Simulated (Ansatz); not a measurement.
# A hypothetical structure for Al3MoAu, part 2 of 2

Starting from a made-up structure for Al3MoAu, the aim is the relaxed cell, its shortest contacts and, where a second run follows, its electronic structure.

Ansatz 0.2.0; DFT, PBE, plane-wave PAW, files of the set soft_1, scalar-relativistic, no spin, cell and ions relaxed at zero pressure; PAW set soft_1 (the session's first sound run).

So far: The structure; Relaxation of the guess. The relaxed cell has a = 3.728, c = 12.712 Å (conventional setting).

## (3) Electronic structure of the relaxed cell

With the geometry fixed, one more self-consistent run, with a narrower smearing and the mesh shown in its input, gives the bands, and its pressure, and its forces where symmetry allows any, show how far the geometry depends on these settings.

This step: DFT, PBE, plane-wave PAW, files of the set soft_1, scalar-relativistic, no spin, bands and density of states at the relaxed cell; PAW set soft_1 (Ansatz 0.2.0).

Contents of input.yaml:

```yaml
crystal:
  lattice:
    - [-1.8641717844, 1.8641717844, 6.3558269009]
    - [1.8641717844, -1.8641717844, 6.3558269009]
    - [1.8641717844, 1.8641717844, -6.3558269009]
  atoms:
    - { symbol: Au, position: [0.6256022083, 0.6256022083, 0.0] }
    - { symbol: Mo, position: [0.9398378814, 0.9398378814, 0.0] }
    - { symbol: Al, position: [0.7740545851, 0.2740545851, 0.5] }
    - { symbol: Al, position: [0.2740545851, 0.7740545851, 0.5] }
    - { symbol: Al, position: [0.4288507401, 0.4288507401, 0.0] }
kpoints:
  mp_grid: { grid: [12, 12, 12] }
  band_path:
    path:
      - [[0.0, 0.0, 0.0], [-0.5, 0.5, 0.0], [-0.5, 0.5, -0.0430128], [-0.2715064, 0.2715064, -0.2715064], [0.0, 0.0, 0.0], [0.5, 0.5, -0.5], [0.2715064, 0.7284936, -0.7284936], [0.0, 0.5, -0.5], [-0.25, 0.75, -0.25], [0.0430128, 0.9569872, -0.5], [0.5, 0.5, -0.5]]
      - [[-0.5, 0.5, 0.0], [-0.25, 0.75, -0.25]]
    npoints: 7
scf:
  occupations: { method: fermi_dirac, width: 0.03 }
  n_extra_bands: 9
hamiltonian:
  xc: pbe
  pseudopotentials: { kind: paw, azcp: { folder: soft_1 } }
output:
  forces: true
  stress: true
  write_bands: true
  dos: { projected: true }
  write_density: true
  write_potential: true
  elf: true
  volumetric_format: npy
```

Launch:

```sh
> ansatz run input.yaml --threads 4 --pin off --max-ram 8192MiB --backend cpu --events-out ev --progress --plain --runs-dir out
```

Numbers of over 12 decimals in the logs are rounded to 6 here.

What it wrote:

```text
[...]
Crystal: 5 atoms, lattice volume = 88.349 Å³
Basis set: ecut = 420 eV, 1721 PW (Γ), FFT grids on a1−a2, a2, a1+a3, exchange–correlation on 72×96×50 points (8 copies of the dense FFT grid, shifted against one another)
Bands: 30, of which v1, the nominal top of the filled ones, is band 21 counted from 1 (20 counted from 0)
Symmetry: 8 space group operations
[...]
k-points: 163 of 1728 (time reversal used)
[...]
SCF iter   1: F=—  HF=-19730.998314 eV  |F-HF|=—  |Δ(HF+E_count)|=         —  Δρ=2.35e-1  dr2=1.57e2  ethr=3.10e-3  ⟨swp⟩=6.5  Hψ=23848  notcnv=0  defer=1
[...]
SCF iter  11: F=-19719.190692 eV  HF=-19719.190692 eV  |F-HF|=1.66e-8  |Δ(HF+E_count)|=   3.04e-8  Δρ=4.33e-6  dr2=3.88e-8  ethr=2.38e-10  ⟨swp⟩=15.6  Hψ=35929  notcnv=0
SCF 1 converged in 11 iterations: F = -19719.190692 eV  dr2 = 3.88e-8
[...]
NSCF: frozen V_eff on 79 k-points
SCF converged after 11 iterations
Free energy (F): -19719.190692 eV
[...]
Internal energy: -19719.184490 eV  (E = F + TS)
E sigma→0 (E₀):  -19719.187591 eV
Entropy (-TS):   -0.006202 eV (-1.240 meV/atom)
Fermi energy:    11.675907 eV
[...]
--- Forces (eV/Å), atoms counted from 1 ---
  atom   1  Au     0.00000000    -0.00000000    -0.00685864
  atom   2  Mo     0.00000000     0.00000000     0.00972800
  atom   3  Al     0.00000000     0.00000000    -0.00605001
  atom   4  Al    -0.00000000     0.00000000    -0.00605001
  atom   5  Al    -0.00000000     0.00000000     0.00909744
  max |Σ_I F_I| component: 1.33e-4 eV/Å
--- Stress (GPa, compression-positive) ---
       -0.045972       0.000000      -0.000000
        0.000000      -0.045972      -0.000000
       -0.000000      -0.000000       0.066923
  P = ⅓ Tr σ = -0.0083 GPa (-0.083 kbar)
--- Band table (eV; the first three rows and the last of 163) ---
  k-point 0: bands = [... 17 lower, 10.0715, 10.0715, 11.1861, 11.2543, 13.5716, 13.5716, 13.9519, 14.5975, ... 5 higher]
  k-point 1: bands = [... 17 lower, 9.9301, 10.0793, 10.8945, 11.4029, 12.7371, 13.5132, 14.2380, 14.2514, ... 5 higher]
  k-point 2: bands = [... 17 lower, 9.4302, 10.0945, 10.4397, 11.7379, 12.1083, 13.2403, 13.8710, 13.9316, ... 5 higher]
  k-point 162: bands = [... 17 lower, 10.2224, 10.2825, 10.2825, 11.1744, 12.5329, 12.5329, 12.9421, 15.4503, ... 5 higher]
```

The job ended after 22 s (4 threads of Arm Neoverse V1, shared host; peak memory 0.63 GiB; 87 s of CPU time).

Numbers from this step:

```
free energy             : -19719.1907 eV
energy at zero smearing : -19719.1876 eV
smearing term TS        : 0.006202 eV
pressure                : -0.008340 GPa
```

bands.tsv at the labelled points (eV, zero at the Fermi level; the bands that come nearest the Fermi level along the path):

```
point  band 18  band 19  band 20  band 21  band 22  band 23  band 24  band 25
    Γ    -1.60    -1.60    -0.49    -0.42     1.90     1.90     2.28     2.92
    X    -2.57    -1.74    -1.64    -0.47     0.77     0.82     0.90     0.98
    Y    -2.67    -1.78    -1.59    -0.39     0.51     0.59     1.14     1.32
    S    -2.17    -2.13    -0.82    -0.52     0.64     1.21     2.83     2.97
    Γ    -1.60    -1.60    -0.49    -0.42     1.90     1.90     2.28     2.92
    Z    -1.45    -1.39    -1.39    -0.50     0.86     0.86     1.27     3.77
   S1    -2.17    -2.13    -0.82    -0.52     0.64     1.21     2.83     2.97
    N    -2.14    -2.12    -0.64    -0.54     0.61     1.00     2.51     2.77
    P    -2.58    -1.69    -1.69    -0.46     0.83     0.83     0.88     0.98
   Y1    -2.67    -1.78    -1.59    -0.39     0.51     0.59     1.14     1.32
    Z    -1.45    -1.39    -1.39    -0.50     0.86     0.86     1.27     3.77
    X    -2.57    -1.74    -1.64    -0.47     0.77     0.82     0.90     0.98
    P    -2.58    -1.69    -1.69    -0.46     0.83     0.83     0.88     0.98
```

States per cell as run, both spins, in windows of 1 eV, from dos.tsv (zero at the Fermi level):

```csv
from,to,total
-8,-7,1.28
-7,-6,1.34
-6,-5,5.19
-5,-4,5.50
-4,-3,2.70
-3,-2,2.35
-2,-1,3.16
-1,0,2.88
0,1,3.27
1,2,2.07
2,3,2.17
3,4,2.45
```

Below -8 eV lie 17.6 more states.

ELF in the ab plane of the cell as run, not the conventional one, at fractional z = 0.000, with atoms of Au and Mo and Al within 0.2 Å of it. It is the smooth field of the valence electrons, not physical close to the nuclei.

Ten even steps from '_' (0.04) to '@' (0.77), each cell a mean:
```
%%++..____..::--++**######++--++%%****
%%##--......::--==++++++++++==--**%%**
@@%%++....::::--==========--------**%%
##%%**--::::----==++++==--::::::----++
--======--==----==******==--::::--====
++======++**++====++##%%##++------++**
%%##****##******====**@@@@##==--==++##
%%%%%%####++--==**++++**%%%%++====++##
%%%%%%####==____--**++++******++==++##
##%%%%##**==__..::::**++====++++====**
++####**++==::__==__--**==----==----==
--==****++====::____..++**==------::::
..::--++++++======----++**++--::::....
____..::==++++++++****##**++--::....__
______..::==******######**==--::....__
________..--++####%%%%##++==++++==::..
..________..==**##%%%%%%**--++%%%%##==
++..______..::==**%%%%%%##====%%%%%%%%
```
Columns run along a (6.9 Å), rows up along b (6.9 Å). Atoms in or near the plane, at fractional coordinates: Au at (0.63, 0.63), Mo at (0.94, 0.94), Al at (0.43, 0.43).

Valence density in the ab plane of the cell as run, not the conventional one, at fractional z = 0.000, with atoms of Au and Mo and Al within 0.2 Å of it. It is the smooth field of the valence electrons, not physical close to the nuclei.

Ten steps, logarithmic in the rise over the least value, from '_' (0 e/Å³) to '@' (14 e/Å³), each cell a mean:
```
##==..________............::::++##%%%%
%%**--..____....::::::......::--**%%%%
%%##==::..__..::------::......::--**##
****==::......::==++++==::......::--==
--==--::::....::==##%%##++--......::::
::::::::::....::--##@@@@%%**--......::
::::::::::::..::::++%%@@@@%%++--::....
::::::::::......::--++%%@@@@##==::::..
::::::..::....__..::--++##%%##++--::..
..............____..::::==++**==--::..
..............______..::::::----::....
__..............____................__
______..........................______
__________..........::::::::....______
__________..........::::::::::::..____
____________........::::::::======::..
..____________....::::::::::==******--
==..__________......::::::::==**%%%%##
```
Columns run along a (6.9 Å), rows up along b (6.9 Å). Atoms in or near the plane, at fractional coordinates: Au at (0.63, 0.63), Mo at (0.94, 0.94), Al at (0.43, 0.43).

Electrostatic potential energy in the ab plane of the cell as run, not the conventional one, at fractional z = 0.000, with atoms of Au and Mo and Al within 0.2 Å of it. With pseudopotentials it is smooth inside the atoms' cores, unlike the true potential.

Ten even steps from '0' (-46 eV) to '9' (16 eV), each cell a mean:
```
1689999999899984000
0279999999999997300
0158999988899999730
3358999864578999985
7678999963125899998
9888899973111489999
9998878886211158999
8999866778521127998
8899867877852125899
9899877997787546899
9999987899789888899
9999998778778999999
9999999876668999999
9999999988778899999
9999999999988888999
9999999999999865689
8999999998999862136
6899999998899962001
```
Columns run along a (6.9 Å; values clipped at the 3rd and 97th percentile), rows up along b (6.9 Å). Atoms in or near the plane, at fractional coordinates: Au at (0.63, 0.63), Mo at (0.94, 0.94), Al at (0.43, 0.43).

## (4) What came out

- space group, relaxed: I4mm
- conventional cell: a = 3.728, b = 3.728, c = 12.712 Å; α = 90.0°, β = 90.0°, γ = 90.0°
- volume per atom: 17.67 Å³ (guess 16.95)

In words: Al3MoAu relaxes to I4mm with a = 3.728, b = 3.728 and c = 12.712 Å. The guessed volume was 4 % too small. The space group I4mm was held in the relaxation, so the end point is a stationary structure within it and may be a saddle against distortions or other arrangements. Bands cross the Fermi level, so it is a metal or semimetal at this level. On the 12×12×12 mesh with the narrower smearing (relaxed on 9×9×9) the largest force component is 0.010 eV/Å and the largest stress component is 0.067 GPa, against the relaxation's thresholds of 0.015 eV/Å and 0.05 GPa. The cutoff wasn't tested. A vector of the cell changed its length by 18 %, more than the volume shows. Spin-orbit coupling is left out, which can matter for elements this heavy. No dispersion term is used, so weakly bound directions may come out too long. The runs have no spin, and magnetism wasn't tested. Nothing here tests whether the compound is stable against decomposition.

[Logs are printed without paths, hosts, clocks, repeated set-up lines and the standing remarks that a program may print on its own settings, such as how far it seeks lower states.]

[Hosts, paths, dates, database ids (printed as entryN), source tags and the programs' standing remarks are cut or masked in the printed files.]
